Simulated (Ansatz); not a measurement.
# Mg (P6_3/mmc, 2 atoms in the cell): modes against biaxial strain in the (0001) plane, that of a and b

Aim: how do the optical modes of Mg (P6_3/mmc, 2 atoms in the cell) shift and split under this strain?

Method: DFT PBEsol, scalar-relativistic, plane waves, PAW; PAW set soft_1, in Ansatz 0.2.0.

## (1) Starting point

It takes space group P6_3/mmc (No. 194, hexagonal). Conventional cell: a = 3.209 Å, b = 3.209 Å, c = 5.210 Å, α = 90.00°, β = 90.00°, γ = 120.00°. Mg has 12 Mg at 3.20 to 3.21 Å nearest.

## (2) Bringing the structure to rest

The cell and atoms are relaxed, since residual forces and stress would shift the frequencies.

Contents of input.yaml:

```yaml
crystal:
  lattice:
    - [3.2093, 0.0, 0.0]
    - [-1.60465, 2.7793353284, 0.0]
    - [0.0, 0.0, 5.2103]
  atoms:
    - { symbol: Mg, position: [0.33333333, 0.66666667, 0.25] }
    - { symbol: Mg, position: [0.66666667, 0.33333333, 0.75] }
kpoints:
  mp_grid: { grid: [15, 15, 8] }
hamiltonian:
  xc: pbesol
  pseudopotentials: { kind: paw, azcp: { folder: soft_1 }, xc_functional: pbe }
scf:
  occupations: { method: gaussian, width: 0.1 }
output:
  forces: true
  stress: true
  eigenvalues: true
relax:
  adjacent_minimum: "off"
  f_tol: 0.005
  max_steps: 80
  cell: { stress_tol: 0.05 }
```

On the command line:

```
ansatz run input.yaml --threads 4 --pin off --max-ram 10240MiB --backend cpu --events-out ev --progress --plain --runs-dir out
```

Numbers of over 12 decimals in the logs are rounded to 6 here.

What it wrote:

```text
Engine: ansatz 0.2.0, x86_64-unknown-linux-gnu
Pseudopotentials: kind: paw
Pseudopotential: Mg, paw, valence charge 10, recommended cutoff 420 eV (normal), soft_1/Mg.paw.azcp
Functional definition: PBEsol
  exchange = pbesol_x
  correlation = pbesol_c
Crystal: 2 atoms, lattice volume = 46.474 Å³
Basis set: ecut = 420 eV, 941 PW (Γ), exchange–correlation on 48×48×72 points (8 copies of the dense FFT grid, shifted against one another)
Bands: 14, of which v1, the nominal top of the filled ones, is band 10 counted from 1 (9 counted from 0)
Symmetry: 24 space group operations
Space group: P63/mmc (ITA 194), of the structure as read, at distance tolerance 3.6e-5 Å
k-points: 135 of 1800
Non-local potential: Mg, projectors of the file, l = 0: 3, l = 1: 2, l = 2: 1
PAW form: soft (Blöchl's): semilocal exchange-correlation on the pseudo side does not see the compensation charge
PAW frozen core: Mg, regenerated for the run's functional, and the local potential with it (the file was generated under x = pbe(κ = 0.804, μ = 0.219515), c = pbe(β = 0.066725))
PAW one-centre angular grid: Mg, 110 points (default); XC on 64 Gauss nodes
Initial density: superposition of atomic densities (chi_scale 0.1, normalization cell)
Initial wavefunctions: pseudopotential atomic-orbital guess
Functional: x = pbesol(κ = 0.804, μ = 0.123457), c = pbesol(β = 0.046)
SCF iter   1: F=—  HF=-3824.130183 eV  |F-HF|=—  |Δ(HF+E_count)|=         —  Δρ=1.38e-2  dr2=1.19e-1  ethr=3.10e-3  ⟨swp⟩=5.1  Hψ=9795  notcnv=0
preconditioner: auto → none  [metal: Δε(μ)=0.017 eV  Ē_g=6.865 eV  σ=0.100 eV  W_gap=0.10  n_scr=8 (ndim 8)  ℏωp=10.9 eV  f_vac=0.000  D(μ)=1.00/eV (n_scr^D=2)  sad-step TF]
SCF iter   2: F=—  HF=-3824.118713 eV  |F-HF|=—  |Δ(HF+E_count)|=   1.15e-2  Δρ=9.69e-3  dr2=6.06e-2  ethr=5.96e-4  ⟨swp⟩=2.0  Hψ=3343  notcnv=0  defer=3
SCF iter   3: F=—  HF=-3824.100625 eV  |F-HF|=—  |Δ(HF+E_count)|=   1.81e-2  Δρ=1.63e-3  dr2=1.67e-3  ethr=3.03e-4  ⟨swp⟩=2.0  Hψ=2397  notcnv=0  defer=3
SCF iter   4: F=—  HF=-3824.100289 eV  |F-HF|=—  |Δ(HF+E_count)|=   3.36e-4  Δρ=1.21e-4  dr2=2.70e-6  ethr=8.34e-6  ⟨swp⟩=2.7  Hψ=3275  notcnv=0  defer=3
SCF iter   5: F=—  HF=-3824.100294 eV  |F-HF|=—  |Δ(HF+E_count)|=   4.72e-6  Δρ=1.37e-5  dr2=2.53e-8  ethr=5.00e-10  ⟨swp⟩=7.1  Hψ=9503  notcnv=0
SCF iter   6: F=-3824.100294 eV  HF=-3824.100294 eV  |F-HF|=1.45e-9  |Δ(HF+E_count)|=   2.26e-8  Δρ=2.28e-6  dr2=8.12e-10  ethr=1.26e-10  ⟨swp⟩=1.4  Hψ=5728  notcnv=0
SCF 1 converged in 6 iterations: F = -3824.100294 eV  dr2 = 8.12e-10
  greatest PAW one-centre occupation: 1.000 electrons in one spin orbital (limit 2), on the Mg atom at site 1 (counted from 0), in its partial waves of l = 0
relax step   1: F+E_penalty+E_count = -3824.10029406 eV  Δ(F+E_penalty+E_count) = +0.000e0 eV  max|allowed force component| = 3.701e-17 eV/Å  Δτ_max = 0.0000 Å  P = -1.141 GPa  Ω = 46.474 Å³  (6 SCF iters, dr2 threshold 1.00e-7 eV, accepted)
Crystal: 2 atoms, lattice volume = 45.282 Å³
Basis set: ecut = 420 eV, 905 PW (Γ), exchange–correlation on 48×48×72 points (8 copies of the dense FFT grid, shifted against one another)
Initial density: handed on by an earlier stage of this run
Initial wavefunctions: those handed on with the density
iter 1 solved again at ethr=2.08e-7 eV; its pass at ethr=3.10e-3 eV (dr2=4.17e-5 eV) is discarded
SCF iter   1: F=—  HF=-3824.106411 eV  |F-HF|=—  |Δ(HF+E_count)|=         —  Δρ=2.97e-4  dr2=4.09e-5  ethr=2.08e-7  ⟨swp⟩=2.8  Hψ=15088  notcnv=0
preconditioner: auto → none  [metal: Δε(μ)=0.018 eV  Ē_g=6.962 eV  σ=0.100 eV  W_gap=0.10  n_scr=8 (ndim 8)  ℏωp=11.0 eV  f_vac=0.000  D(μ)=0.95/eV (n_scr^D=2)]
SCF iter   2: F=—  HF=-3824.106371 eV  |F-HF|=—  |Δ(HF+E_count)|=   4.00e-5  Δρ=1.43e-4  dr2=8.76e-6  ethr=2.05e-7  ⟨swp⟩=1.0  Hψ=1890  notcnv=0
SCF iter   3: F=-3824.106361 eV  HF=-3824.106361 eV  |F-HF|=8.99e-9  |Δ(HF+E_count)|=   9.68e-6  Δρ=2.12e-6  dr2=1.37e-9  ethr=1.00e-9  ⟨swp⟩=4.9  Hψ=9888  notcnv=0
SCF 2 converged in 3 iterations: F = -3824.106361 eV  dr2 = 1.37e-9
relax step   2: F+E_penalty+E_count = -3824.10636114 eV  Δ(F+E_penalty+E_count) = -6.067e-3 eV  max|allowed force component| = 9.252e-18 eV/Å  Δτ_max = 0.0000 Å  P = -0.245 GPa  Ω = 45.282 Å³  energy of the carried Pulay correction = +3.924e-5 eV  (3 SCF iters, dr2 threshold 2.00e-7 eV, accepted)
Crystal: 2 atoms, lattice volume = 44.948 Å³
Basis set: ecut = 420 eV, 857 PW (Γ), exchange–correlation on 48×48×72 points (8 copies of the dense FFT grid, shifted against one another)
iter 1 solved again at ethr=3.41e-8 eV; its pass at ethr=3.10e-3 eV (dr2=6.82e-6 eV) is discarded
SCF iter   1: F=—  HF=-3824.106793 eV  |F-HF|=—  |Δ(HF+E_count)|=         —  Δρ=1.19e-4  dr2=7.15e-6  ethr=3.41e-8  ⟨swp⟩=3.1  Hψ=14424  notcnv=0
preconditioner: auto → none  [metal: Δε(μ)=0.032 eV  Ē_g=6.989 eV  σ=0.100 eV  W_gap=0.18  n_scr=8 (ndim 8)  ℏωp=11.1 eV  f_vac=0.000  D(μ)=0.96/eV (n_scr^D=2)]
SCF iter   2: F=—  HF=-3824.106777 eV  |F-HF|=—  |Δ(HF+E_count)|=   1.60e-5  Δρ=5.60e-5  dr2=1.46e-6  ethr=3.41e-8  ⟨swp⟩=1.0  Hψ=1890  notcnv=0
SCF iter   3: F=-3824.106776 eV  HF=-3824.106776 eV  |F-HF|=6.87e-10  |Δ(HF+E_count)|=   1.03e-6  Δρ=1.51e-6  dr2=6.49e-10  ethr=1.00e-9  ⟨swp⟩=3.8  Hψ=7927  notcnv=0
SCF 3 converged in 3 iterations: F = -3824.106776 eV  dr2 = 6.49e-10
relax step   3: F+E_penalty+E_count = -3824.10677633 eV  Δ(F+E_penalty+E_count) = -4.152e-4 eV  max|allowed force component| = 9.021e-17 eV/Å  Δτ_max = 0.0000 Å  P = +0.030 GPa  Ω = 44.948 Å³  energy of the carried Pulay correction = +5.067e-5 eV  (3 SCF iters, dr2 threshold 2.00e-7 eV, accepted)
Initial wavefunctions: pseudopotential atomic-orbital guess (no wavefunctions were taken with the density)
iter 1 solved again at ethr=1.73e-8 eV; its pass at ethr=3.10e-3 eV (dr2=3.45e-6 eV) is discarded
SCF iter   1: F=—  HF=-3824.106735 eV  |F-HF|=—  |Δ(HF+E_count)|=         —  Δρ=1.17e-5  dr2=1.02e-8  ethr=1.73e-8  ⟨swp⟩=3.4  Hψ=15784  notcnv=0
SCF iter   2: F=—  HF=-3824.106723 eV  |F-HF|=—  |Δ(HF+E_count)|=   1.21e-5  Δρ=4.90e-6  dr2=1.45e-9  ethr=5.08e-11  ⟨swp⟩=2.0  Hψ=3260  notcnv=0
SCF iter   3: F=—  HF=-3824.106723 eV  |F-HF|=—  |Δ(HF+E_count)|=   3.76e-9  Δρ=1.08e-6  dr2=7.57e-11  ethr=7.23e-12  ⟨swp⟩=2.0  Hψ=3228  notcnv=0
SCF iter   4: F=-3824.106723 eV  HF=-3824.106723 eV  |F-HF|=1.36e-12  |Δ(HF+E_count)|=  3.23e-10  Δρ=6.93e-8  dr2=9.06e-13  ethr=1.00e-12  ⟨swp⟩=6.5  Hψ=8757  notcnv=0
SCF 4 converged in 4 iterations: F = -3824.106723 eV  dr2 = 9.06e-13
relax step   4: F+E_penalty+E_count = -3824.10672277 eV  Δ(F+E_penalty+E_count) = +5.356e-5 eV  max|allowed force component| = 9.946e-17 eV/Å  Δτ_max = 0.0000 Å  P = +0.031 GPa  Ω = 44.948 Å³  stress off target by 3.87e-2 GPa  SCF on the basis re-selected at this cell (its energy is not comparable with the rows above)  (4 SCF iters)
basis re-selected at this cell: Δ(F+E_penalty+E_count) = +5.356e-5 eV, ΔP = +0.001 GPa vs the last step (what re-selecting the basis moved, of the pressure what is left beyond the Pulay correction that the steps carried, after the strain that the cell walked since its last selection, with what the two solves' SCF thresholds leave and, on support functions, any second-order correction that the steps lacked; it is no m [...]
SCF converged after 4 iterations
Free energy (F): -3824.106723 eV
Harris-Foulkes:  -3824.106723 eV  (|F-HF|=1.36e-12)
Internal energy: -3824.101930 eV  (E = F + TS)
E sigma→0 (E₀):  -3824.104326 eV
Entropy (-TS):   -0.004793 eV (-2.397 meV/atom)
Fermi energy:    5.734847 eV
--- Per-component energies (eV) ---
  E_band       = -709.502025
  E_kinetic    = 138.606444
  E_local      = -3411.228902  (includes V_loc(G=0)·N_el)
  E_nonlocal   = 391.930047
  E_hartree    = 1161.648820
  E_xc         = -51.511063
  E_vxc        = -66.755746  (∫ρ·V_xc dr)
  E_paw        = -580.037747  (= ΣΔE_a)
  E_vpaw       = -85.351201  (= ΣTr[D̂ρ^β])
  E_aug_tail   = -0.000294  (compensation charges beyond the density's cutoff)
  E_ewald      = -1473.626959
  E_core_change = 0.117725  (= ΣΔE_core)
  E_smearing   = -0.004793  (= −TS)
  E_closure    = 0.000000  (closes the sum)
  Σ components = -3824.106723   (vs F -3824.106723, Δ=0.00e0)
--- Forces (eV/Å), atoms counted from 1 ---
  atom   1  Mg    -0.00000000     0.00000000     0.00000000
  atom   2  Mg    -0.00000000    -0.00000000     0.00000000
  max |Σ_I F_I| component: 9.25e-18 eV/Å
--- Stress (GPa, compression-positive) ---
        0.038722       0.000000       0.000000
        0.000000       0.038722       0.000000
        0.000000       0.000000       0.017048
  P = ⅓ Tr σ = 0.0315 GPa (0.315 kbar)
--- Band table (eV; the first three rows and the last of 135) ---
  k-point 0: bands = [... 6 lower, -36.8051, -36.8051, -1.2804, 4.0930, 4.6220, 16.6430, 16.6430, 16.7716]
  k-point 1: bands = [... 6 lower, -36.8053, -36.8053, -1.1897, 3.0399, 5.8301, 16.7136, 16.7136, 16.8315]
  k-point 2: bands = [... 6 lower, -36.8060, -36.8060, -0.9184, 1.9199, 7.4152, 15.0891, 16.9180, 16.9180]
  k-point 134: bands = [... 6 lower, -36.8121, -36.8121, 5.9031, 5.9031, 6.3814, 6.3814, 7.2929, 7.2929]
--- Relaxed structure (3 steps of the walk, 3 accepted, 1 SCFs on fresh bases) ---
  F+E_penalty+E_count = -3824.10672277 eV   max|allowed force component| = 9.946e-17 eV/Å   (the final SCF, on the basis selected at the relaxed cell)
  cell:  # Å, volume = 44.9484 Å³
    - [3.187710, 0.0, 0.0]
    - [-1.593855, 2.760638, 0.0]
    - [0.0, 0.0, 5.107709]
  atoms:
    - { symbol: Mg, position: [0.333333, 0.666667, 0.25] }
    - { symbol: Mg, position: [0.666667, 0.333333, 0.750000] }
```

Elapsed: 3.7 s, on 4 threads of Intel Xeon Platinum 8488C (Sapphire Rapids), shared host; peak memory 0.44 GiB.

Relaxation path:

| step | energy less that of the first step (eV) | largest force component (eV/Å) | pressure (GPa) | volume (Å³) |
| --- | --- | --- | --- | --- |
| 1 | 0.0000 | 0.0000 | -1.14 | 46.47 |
| 2 | -0.0061 | 0.0000 | -0.24 | 45.28 |
| 3 | -0.0065 | 0.0000 | 0.03 | 44.95 |
| 4* | -0.0064 | 0.0000 | 0.03 | 44.95 |

Relaxation steps marked * repeat the geometry before them on a plane-wave basis chosen anew for their cell, so energy and pressure can jump there.

Forces are held to the 24 operations that the run works with; a distortion that breaks them can't arise in this run.

| conventional cell, symmetrised | before | after | change |
| --- | --- | --- | --- |
| a (Å) | 3.209 | 3.188 | -0.7 % |
| b (Å) | 3.209 | 3.188 | -0.7 % |
| c (Å) | 5.210 | 5.108 | -2.0 % |
| volume (Å³/atom) | 23.24 | 22.47 | -3.3 % |

Final coordinates:

```xyz
2
Lattice="3.1877 0.0000 0.0000 -1.5939 2.7606 0.0000 0.0000 0.0000 5.1077" Properties=species:S:1:pos:R:3 pbc="T T T"
Mg    0.0000    1.8404    1.2769
Mg    1.5939    0.9202    3.8308
```

This step gave:

```
pressure          : 0.03150 GPa
volume per atom   : 22.47 Å³
gap on the k-mesh : 0 eV
```

In this step the volume went from 23.24 to 22.47 Å³/atom.

## (3) Tight relaxation

Phonons need small forces and stress, so the relaxation is finished with tight tolerances on 15×15×8 k points.

input.yaml, the sections that differ from step 2:

```yaml
crystal:
  lattice:
    - [3.18771012, 0.0, 0.0]
    - [-1.59385506, 2.7606379438, 0.0]
    - [0.0, 0.0, 5.1077088303]
  atoms:
    - { symbol: Mg, position: [0.3333333333, 0.6666666667, 0.25] }
    - { symbol: Mg, position: [0.6666666667, 0.3333333333, 0.75] }
scf:
  occupations: { method: methfessel_paxton, width: 0.2 }
output:
  forces: true
  stress: true
  eigenvalues: true
  write_density: true
  write_potential: true
  elf: true
  volumetric_format: npy
relax:
  adjacent_minimum: "off"
  f_tol: 0.001
  max_steps: 60
  cell: { stress_tol: 0.01 }
# kpoints, hamiltonian: as in step 2
```

What it wrote:

```text
[...]
Crystal: 2 atoms, lattice volume = 44.948 Å³
Basis set: ecut = 420 eV, 857 PW (Γ), exchange–correlation on 48×48×72 points (8 copies of the dense FFT grid, shifted against one another)
Bands: 14, of which v1, the nominal top of the filled ones, is band 10 counted from 1 (9 counted from 0)
Symmetry: 24 space group operations
[...]
k-points: 135 of 1800
[...]
k-point 134: bands = [... 6 lower, -36.8187, -36.8187, 5.8921, 5.8921, 6.3739, 6.3739, 7.2776, 7.2776]
--- Relaxed structure (3 steps of the walk, 3 accepted, 1 SCFs on fresh bases) ---
[...]
cell:  # Å, volume = 44.9780 Å³
    - [3.190832, 0.0, 0.0]
    - [-1.595416, 2.763342, 0]
    - [0.0, 0, 5.101071]
  atoms:
    - { symbol: Mg, position: [0.333333, 0.666667, 0.25] }
    - { symbol: Mg, position: [0.666667, 0.333333, 0.750000] }
[key lines of the parts left out:]
SCF converged after 4 iterations
Free energy (F): -3824.104957 eV
Fermi energy:    5.725745 eV
P = ⅓ Tr σ = 0.0029 GPa (0.029 kbar)
```

The job ended after 3.3 s (4 threads; peak memory 0.44 GiB; 11 s of CPU time).

Step by step:

| step | energy less that of the first step (eV) | largest force component (eV/Å) | pressure (GPa) | volume (Å³) |
| --- | --- | --- | --- | --- |
| 1 | 0.0000 | 0.0000 | 0.03 | 44.95 |
| 2 | 0.0000 | 0.0000 | 0.00 | 44.98 |
| 3 | 0.0000 | 0.0000 | 0.00 | 44.98 |
| 4* | 0.0000 | 0.0000 | 0.00 | 44.98 |

Relaxation steps marked * repeat the geometry before them on a plane-wave basis chosen anew for their cell, so energy and pressure can jump there.

Forces are held to the 24 operations that the run works with; a distortion that breaks them can't arise in this run.

| conventional cell, symmetrised | before | after | change |
| --- | --- | --- | --- |
| a (Å) | 3.188 | 3.191 | +0.1 % |
| b (Å) | 3.188 | 3.191 | +0.1 % |
| c (Å) | 5.108 | 5.101 | -0.1 % |
| volume (Å³/atom) | 22.47 | 22.49 | +0.1 % |

Final coordinates:

```
Mg
1.0
     3.19083    0.00000    0.00000
    -1.59542    2.76334    0.00000
     0.00000    0.00000    5.10107
Mg
2
Direct
  0.33333 0.66667 0.25000
  0.66667 0.33333 0.75000
```

Numbers from this step:

```
pressure        : 0.002878 GPa
volume per atom : 22.49 Å³
```

Electrostatic potential energy in the ac plane at fractional y = 0.333, with atoms of Mg within 0.2 Å of it. With pseudopotentials it is smooth inside the atoms' cores, unlike the true potential.

Ten even steps from '_' (-69 eV) to '@' (8 eV):
```
@@@@@@@@@@@@@@@@@@@@@@@@@@@@@@@@
@@@@@@@@@@@@@@@@@@%%%%%%%%@@@@@@
@@@@@@@@@@@@@@@@%%##******%%%%@@
@@@@@@@@@@@@@@%%**==::::--++%%@@
@@@@@@@@@@@@%%##==________--**%%
@@@@@@@@@@@@%%**--________..++%%
@@@@@@@@@@@@%%**--________..++%%
@@@@@@@@@@@@%%##==________--**%%
@@@@@@@@@@@@@@%%**==::::--++%%@@
@@@@@@@@@@@@@@@@%%##******%%%%@@
@@@@@@@@@@@@@@@@@@%%%%%%%%@@@@@@
@@@@@@@@@@@@@@@@@@@@@@@@@@@@@@@@
@@@@@@@@@@@@@@@@@@@@@@@@@@@@@@@@
@@@@@@@@@@@@@@@@@@@@@@@@@@@@@@@@
@@@@@@@@@@@@@@@@@@@@@@@@@@@@@@@@
@@@@@@@@@@@@@@@@@@@@@@@@@@@@@@@@
@@@@@@@@@@@@@@@@@@@@@@@@@@@@@@@@
@@@@%%%%%%@@@@@@@@@@@@@@@@@@@@@@
@@%%%%%%%%@@@@@@@@@@@@@@@@@@@@@@
@@%%%%%%%%@@@@@@@@@@@@@@@@@@@@@@
@@@@%%%%%%@@@@@@@@@@@@@@@@@@@@@@
@@@@@@@@@@@@@@@@@@@@@@@@@@@@@@@@
@@@@@@@@@@@@@@@@@@@@@@@@@@@@@@@@
@@@@@@@@@@@@@@@@@@@@@@@@@@@@@@@@
@@@@@@@@@@@@@@@@@@@@@@@@@@@@@@@@
@@@@@@@@@@@@@@@@@@@@@@@@@@@@@@@@
```
Columns run along a (3.2 Å; values clipped at the 3rd and 97th percentile), rows up along c (5.1 Å). Atoms in or near the plane, at fractional coordinates: Mg at (0.67, 0.75).

Valence density in the ac plane at fractional y = 0.333, with atoms of Mg within 0.2 Å of it. It is the smooth field of the valence electrons, not physical close to the nuclei.

Ten steps, logarithmic in the rise over the least value, from '0' (0 e/Å³) to '9' (26 e/Å³):
```
0000000000000000
0000000000000000
0000000001121000
0000000014665200
0000000047887510
0000000158999620
0000000158999620
0000000047887510
0000000014665200
0000000001121000
0000000000000000
0000000000000000
0000000000000000
0000000000000000
0000000000000000
0000000000000000
0000000000000000
0000000000000000
0000000000000000
0000000000000000
0000000000000000
0000000000000000
0000000000000000
0000000000000000
0000000000000000
0000000000000000
```
Columns run along a (3.2 Å), rows up along c (5.1 Å). Atoms in or near the plane, at fractional coordinates: Mg at (0.67, 0.75).

ELF in the ac plane at fractional y = 0.333, with atoms of Mg within 0.2 Å of it. It is the smooth field of the valence electrons, not physical close to the nuclei.

Ten even steps from '0' (0.05) to '9' (0.68):
```
7777777532111356
6777775200000014
4777752001221001
2678740014554200
1578620044334410
1578620143112420
1578620143112420
1578620044334410
2678740014554200
4777752001221001
6777775200000014
7777777532111356
7777777776556777
7666677888888888
6544467889999987
4322246789999986
2100124689999975
1000013689999974
1000012589999873
1000012589999873
1000013689999974
2100124689999975
4322246789999986
6544467889999987
7666677888888888
7777777776556777
```
Columns run along a (3.2 Å), rows up along c (5.1 Å). Atoms in or near the plane, at fractional coordinates: Mg at (0.67, 0.75).

The forces vanish by symmetry and the pressure is 0.003 GPa, within the tolerances set. The cell now holds 22.49 Å³/atom.

(Part 1 of 2 ends here.)

[Logs are printed without paths, hosts, clocks, repeated set-up lines and the standing remarks that a program may print on its own settings, such as how far it seeks lower states.]

[Hosts, paths, dates, database ids (printed as entryN), source tags and the programs' standing remarks are cut or masked in the printed files.]
